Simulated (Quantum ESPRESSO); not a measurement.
# MgO (Periclase): third-order response

Aim: Raman and infrared lines of MgO (Periclase).

Program: Quantum ESPRESSO 8.0 development, patched. Level of theory: DFT LDA, scalar-relativistic, plane waves, PseudoDojo norm-conserving pseudopotentials. Results are calculated unless marked as measured.

**Measured values to reproduce.**

For MgO, rocksalt (polycrystalline end member, 300 K), “Disentangling orbital and spin exchange interactions for Co2+ on a rocksalt lattice” (2018, arxiv:1807.05012) gives, by powder X-ray diffraction: lattice constant a (cubic cell parameter) 4.2118 ± 0.0001 Å [room-temperature value].

For MgO, rocksalt (wedged single crystal slab, 295 K), “Infrared Optical Properties of Ferropericlase (Mg1-xFexO): Experiment and Theory” (2007, arxiv:0704.2267) gives, by infrared reflectance, oscillator fit: ε∞ (high-frequency dielectric constant) 2.95 ± 0.1; infrared mode (TO phonon at Gamma (T1u)) 396.5 cm⁻¹.

Report form: the programs' logs are mostly left out.

The database entry behind the starting cell differs from later determinations by our own check (about 0.1 % long), so it need not match the best structure at ambient conditions.

## Step 1: Set-up

It takes space group Fm-3m (No. 225, cubic). Conventional cell: a = 4.217 Å, b = 4.217 Å, c = 4.217 Å, α = 90.00°, β = 90.00°, γ = 90.00°. Nearest to Mg lie 6 O at 2.11 Å. Nearest to O lie 6 Mg at 2.11 Å. Farther neighbours and most contacts between anions are not listed.

## Step 2: A probe with smearing

A cheap run with smearing and empty bands tells whether the crystal has a gap, which decides between fixed occupations and smearing later on.

File probe.in:

```
&control
   calculation = 'scf'
   prefix = 'x'
   outdir = './tmp'
   pseudo_dir = './pseudo'
   tprnfor = .true.
   tstress = .true.
   verbosity = 'high'
/
&system
   ibrav = 0
   nat = 2
   ntyp = 2
   ecutwfc = 84.0
   occupations = 'smearing'
   smearing = 'gaussian'
   degauss = 0.01
/
&electrons
   conv_thr = 1.0d-07
   mixing_beta = 0.7
   electron_maxstep = 100
/
ATOMIC_SPECIES
 Mg     24.3050  Mg.upf
 O      15.9990  O.upf
CELL_PARAMETERS angstrom
    -2.108500000    0.000000000    2.108500000
     0.000000000    2.108500000    2.108500000
    -2.108500000    2.108500000    0.000000000
ATOMIC_POSITIONS crystal
 Mg     0.000000000   0.000000000   0.000000000
 O      0.500000000   0.500000000   0.500000000
K_POINTS automatic
 8 8 8 0 0 0
```

Started as:

```sh
OMP_NUM_THREADS=1 mpirun -n 4 pw.x -nk 4 -in probe.in > probe.out
```

Wall time 3.5 s (4 MPI ranks of Intel Xeon at 2.70GHz, shared host); 12 s of CPU time.

This step gave:

- volume per atom: 9.374 Å³
- pressure: -6.528 GPa
- gap on the k-mesh: 4.655 eV

A gap of 4.7 eV opens on this mesh, so the crystal is taken as an insulator; the start stands at -6.5 GPa.

## Step 3: Relaxation

The relaxation runs at a cutoff a fifth above that of the response, since stress converges more slowly with the basis than frequencies do. Forces and stress are brought to rest with tight thresholds.

File relax.in:

```
&control
   calculation = 'vc-relax'
   prefix = 'x'
   outdir = './tmp'
   pseudo_dir = './pseudo'
   tprnfor = .true.
   tstress = .true.
   forc_conv_thr = 2.0d-05
   etot_conv_thr = 1.0d-07
   nstep = 40
/
&system
   ibrav = 0
   nat = 2
   ntyp = 2
   ecutwfc = 101
   occupations = 'fixed'
   nbnd = 10
/
&electrons
   conv_thr = 1.0d-11
   mixing_beta = 0.7
   electron_maxstep = 100
/
&ions
/
&cell
   press_conv_thr = 0.2
/
ATOMIC_SPECIES
 Mg     24.3050  Mg.upf
 O      15.9990  O.upf
CELL_PARAMETERS angstrom
    -2.108500000    0.000000000    2.108500000
     0.000000000    2.108500000    2.108500000
    -2.108500000    2.108500000    0.000000000
ATOMIC_POSITIONS crystal
 Mg     0.000000000   0.000000000   0.000000000
 O      0.500000000   0.500000000   0.500000000
K_POINTS automatic
 10 10 10 0 0 0
```

Started as:

```sh
OMP_NUM_THREADS=1 mpirun -n 4 pw.x -nk 4 -in relax.in > relax.out
```

Run time: 21 s. Hardware: 4 MPI ranks; 84 s of CPU time.

Step by step:

```csv
step,energy less that of the first step (eV),largest force (eV/Å),pressure (GPa),volume (Å³)
1,0.0000,0.0000,-6.43,18.75
2,-0.0149,0.0000,-1.29,18.14
3,-0.0155,0.0000,0.09,17.99
4,-0.0155,0.0000,0.00,18.00
5,-0.0155,0.0000,0.00,18.00
6,-0.0155,0.0000,0.00,18.00
```

```csv
"conventional cell, symmetrised",before,after,change
a (Å),4.217,4.160,-1.3 %
b (Å),4.217,4.160,-1.3 %
c (Å),4.217,4.160,-1.3 %
volume (Å³/atom),9.37,9.00,-4.0 %
```

The relaxed structure:

```cif
data_structure
_symmetry_space_group_name_H-M 'P 1'
_symmetry_Int_Tables_number 1
_cell_length_a 2.9418
_cell_length_b 2.9418
_cell_length_c 2.9418
_cell_angle_alpha 60.000
_cell_angle_beta 60.000
_cell_angle_gamma 60.000
_cell_volume 18.00
loop_
_atom_site_label
_atom_site_type_symbol
_atom_site_fract_x
_atom_site_fract_y
_atom_site_fract_z
_atom_site_occupancy
Mg1 Mg 0.00000 0.00000 0.00000 1
O2 O 0.50000 0.50000 0.50000 1
```

The last row of the table of steps is pw.x's closing run on a basis chosen anew for the final cell, so its energy can jump.

This step gave:

```
volume per atom   : 9.001 Å³
pressure          : -0.004 GPa
gap on the k-mesh : 5.062 eV
```

The volume changes by -4.0 % from the cell with which this run began.

## Step 4: Ground state

The response is built on this ground state, so it is converged far tighter than an energy would need. With a gap, occupations are fixed, which also allows the response to an electric field.

File scf.in:

```
&control
   calculation = 'scf'
   prefix = 'x'
   outdir = './tmp'
   pseudo_dir = './pseudo'
   tprnfor = .true.
   tstress = .true.
/
&system
   ibrav = 0
   nat = 2
   ntyp = 2
   ecutwfc = 84.0
   occupations = 'fixed'
   nbnd = 10
/
&electrons
   conv_thr = 1.0d-12
   mixing_beta = 0.7
   electron_maxstep = 100
/
ATOMIC_SPECIES
 Mg     24.3050  Mg.upf
 O      15.9990  O.upf
CELL_PARAMETERS angstrom
    -2.080162565    0.000000000    2.080162565
     0.000000000    2.080162565    2.080162565
    -2.080162565    2.080162565    0.000000000
ATOMIC_POSITIONS crystal
 Mg     0.000000000   0.000000000   0.000000000
 O      0.500000000   0.500000000   0.500000000
K_POINTS automatic
 12 12 12 0 0 0
```

Started as:

```sh
OMP_NUM_THREADS=1 mpirun -n 4 pw.x -nk 4 -in scf.in > scf.out
```

Elapsed: 8.5 s, on 4 MPI ranks.

Read from the output:

```
pressure : -0.064 GPa
```

The cell stands at -0.064 GPa, close enough for phonons.

## Step 5: Zone-centre response

At q = 0 one unit cell holds all displacements; symmetry groups them into irreducible representations that are solved one by one. The response to a field gives ε∞ and the Born charges, which polar modes need. Third-order response adds the Raman tensors.

File ph.in:

```
phonons
&inputph
   prefix = 'x'
   outdir = './tmp'
   fildyn = 'g.dyn'
   tr2_ph = 1.0d-18
   epsil = .true.
   lraman = .true.
   elop = .true.
/
0.000000000000 0.000000000000 0.000000000000
```

Started as:

```sh
OMP_NUM_THREADS=1 mpirun -n 4 ph.x -nk 4 -in ph.in > ph.out
```

It took 4.6 min on 4 MPI ranks; 18 min of CPU time.

Read from the output:

| Property | Result |
| --- | --- |
| miss of the charge sum rule | 1.00e-5 e |
| largest acoustic frequency at the zone centre before the sum rule | 3.03 cm⁻¹ |
| highest optical zone-centre mode (no LO-TO term) | 409.2 cm⁻¹ |
| lowest optical zone-centre mode | 409.2 cm⁻¹ |
| mean high-frequency dielectric constant | 3.172 |
| largest Born charge in size (third of the trace) | 1.972 e |

Born charge (rows field, columns displacement), before the sum rule (e), principal values of the symmetric part by kind of site:

```csv
atom,atoms with these values,low,middle,high,mean
Mg1,1,1.97,1.97,1.97,1.97
O2,1,-1.97,-1.97,-1.97,-1.97
```

In full for O2:

```
-1.97  0.00  0.00
 0.00 -1.97  0.00
 0.00  0.00 -1.97
```

High-frequency dielectric tensor:

```
3.17 0.00 0.00
0.00 3.17 0.00
0.00 0.00 3.17
```

The acoustic modes at Γ come out as far as 3.0 cm⁻¹ from zero, where they should vanish, a small numerical error; the Born charges miss their sum rule by 1.0e-5 e, which is good.

## Step 6: Modes with the sum rule

A rigid shift of the crystal must cost nothing, but grids and finite bases break this; the acoustic sum rule is imposed before the matrix is diagonalised again. With Born charges the intensities follow, and the static dielectric tensor.

File dynmat.in:

```
&input
   fildyn = 'g.dyn'
   asr = 'simple'
   fileig = 'dynmat.eig'
   lperm = .true.
/
```

Started as:

```sh
dynmat.x -in dynmat.in > dynmat.out
```

Run time: 0.67 s. Hardware: 1 thread.

Read from the output:

```
mean static dielectric constant : 9.752
```

Unit eigenvectors of the mass-weighted matrix after the sum rule; no LO-TO term. The modes at Γ (shares of kinetic energy by element, %):

```csv
mode,frequency (cm⁻¹),symmetry,Mg %,O %
1,0.0,acoustic,60,40
2,0.0,acoustic,60,40
3,0.0,acoustic,60,40
4,409.2,T1u,40,60
5,409.2,T1u,40,60
6,409.2,T1u,40,60
```

Displacements in mode 5 (409.2 cm⁻¹), the largest set to 1:
```
Mg1  0.00  0.00 -0.66
O2   0.00  0.00  1.00
```

Degenerate modes summed, no LO-TO term. Infrared lines, with heights relative to the strongest:

```csv
position (cm⁻¹),lines merged,label,"IR intensity, relative"
409,3,T1u,100
```

Static dielectric tensor (ions relaxed, fixed cell):

```
9.75 0.00 0.00
0.00 9.75 0.00
0.00 0.00 9.75
```

The rule moves no optical mode by more than 0.1 cm⁻¹.

## Step 7: Sum rules set otherwise (asr crystal)

The rule can be imposed in more than one way; the choices should agree where the raw error is small.

File dynmat.in:

```
&input
   fildyn = 'g.dyn'
   asr = 'crystal'
   fileig = 'dynmat.eig'
   lperm = .true.
/
```

Started as:

```sh
dynmat.x -in dynmat.in > dynmat.out
```

The job ended after 0.66 s (1 thread).

Numbers from this step:

| Quantity | Value |
| --- | --- |
| mean static dielectric constant | 9.751 |

Zone-centre frequencies as printed; negative means imaginary. Modes:

```csv
mode,frequency (cm⁻¹)
1,0
2,0
3,0
4,409.2
5,409.2
6,409.2
```

Against the first rule no mode moves by more than 0.1 cm⁻¹.

## Step 8: Sum rules set otherwise (asr no)

Without the rule the raw error of the acoustic modes shows.

File dynmat.in:

```
&input
   fildyn = 'g.dyn'
   asr = 'no'
   fileig = 'dynmat.eig'
   lperm = .true.
/
```

Started as:

```sh
dynmat.x -in dynmat.in > dynmat.out
```

Elapsed: 0.68 s, on 1 thread.

Zone-centre frequencies as printed; negative means imaginary. Modes:

```csv
mode,frequency (cm⁻¹)
1,3.03
2,3.03
3,3.03
4,409.2
5,409.2
6,409.2
```

Against the first rule no mode moves by more than 3.1 cm⁻¹.

## Step 9: The LO-TO splitting (1 0 0)

A longitudinal polar mode sets up a macroscopic field that stiffens it; the term hangs on the direction from which q goes to zero.

File dynmat.in:

```
&input
   fildyn = 'g.dyn'
   asr = 'simple'
   fileig = 'dynmat.eig'
   q(1) = 1.0
   q(2) = 0.0
   q(3) = 0.0
/
```

Started as:

```sh
dynmat.x -in dynmat.in > dynmat.out
```

Wall time 0.69 s (1 thread).

Numbers from this step:

| Quantity | Value |
| --- | --- |
| highest mode moved by the LO-TO term | 717.4 cm⁻¹ |

Zone-centre frequencies as printed; negative means imaginary. Modes:

```csv
mode,frequency (cm⁻¹)
1,0
2,0
3,0
4,409.2
5,409.2
6,717.4
```

The field moves one mode, from 409 to 717 cm⁻¹; the others stay.

## Step 10: Results

```json
{"space group after relaxation": "Fm-3m", "volume per atom": "9.00 Å³", "gap on the k-mesh": "5.06 eV", "highest optical zone-centre mode (no LO-TO term)": "409.2 cm⁻¹", "highest mode moved by the LO-TO term": "717.4 cm⁻¹", "mean high-frequency dielectric constant": "3.17", "largest Born charge in size (third of the trace)": "1.97 e", "mean static dielectric constant": "9.75", "imaginary optical modes at the zone centre (no q mesh in this session)": "none"}
```

What this shows: No mode is Raman active in this structure; the strongest infrared line lies at 409 cm⁻¹. At the LDA level the optical modes of MgO (Periclase) at the zone centre (no LO-TO term) lie at 409 cm⁻¹. Along the directions run, the highest mode that the macroscopic field moves lies at 717 cm⁻¹. Lattice motion raises the mean dielectric constant from 3.172 to 9.752. The Born charge of Mg is 1.972 e against a formal charge of +2, close to the ionic value. The Lyddane-Sachs-Teller relation holds: (ωLO/ωTO)² is 3.07 and ε₀/ε∞ is 3.07. These are harmonic frequencies at zero temperature: anharmonic shifts and linewidths and thermal expansion are left out. The build is a development version in which the Raman tensors of release 7.5 are mended; dynmat.x leaves out the electro-optic term of LO lines.

Calculation against experiment:

| quantity | measured | LDA PseudoDojo norm-conserving, Quantum ESPRESSO |
| --- | --- | --- |
| lattice constant a (Å) | 4.2118 | 4.160 (-1.2 %) |
| ε∞ (mean of the tensor) | 2.95 | 3.17 (+7.5 %) |
| infrared mode, TO phonon at Gamma (T1u) (cm⁻¹) | 396.5 | 409 (+3.2 %) |

Measured values from arxiv:1807.05012 (2018) and arxiv:0704.2267 (2007).

**Verdict.** The lattice constant a is off by -1.2 %: fair agreement. The ε∞ is off by +7.5 %: fair agreement. The infrared mode is off by +3.2 %: fair agreement. The grades are ours: good and fair within 0.7 and 1.5 % for the lattice constant a, 7 and 18 % for the ε∞ and 3 and 7 % for the infrared mode. Zero-point motion and thermal expansion (measured at up to 300 K) are not in the computed lattice constants and infrared mode.

[Host names and launcher messages were left out of these logs when they were recorded.]

[Logs are printed without paths, hosts, clocks, repeated set-up lines and the standing remarks that a program may print on its own settings, such as how far it seeks lower states.]

[Hosts, paths, dates, database ids (printed as entryN), source tags and the programs' standing remarks are cut or masked in the printed files.]
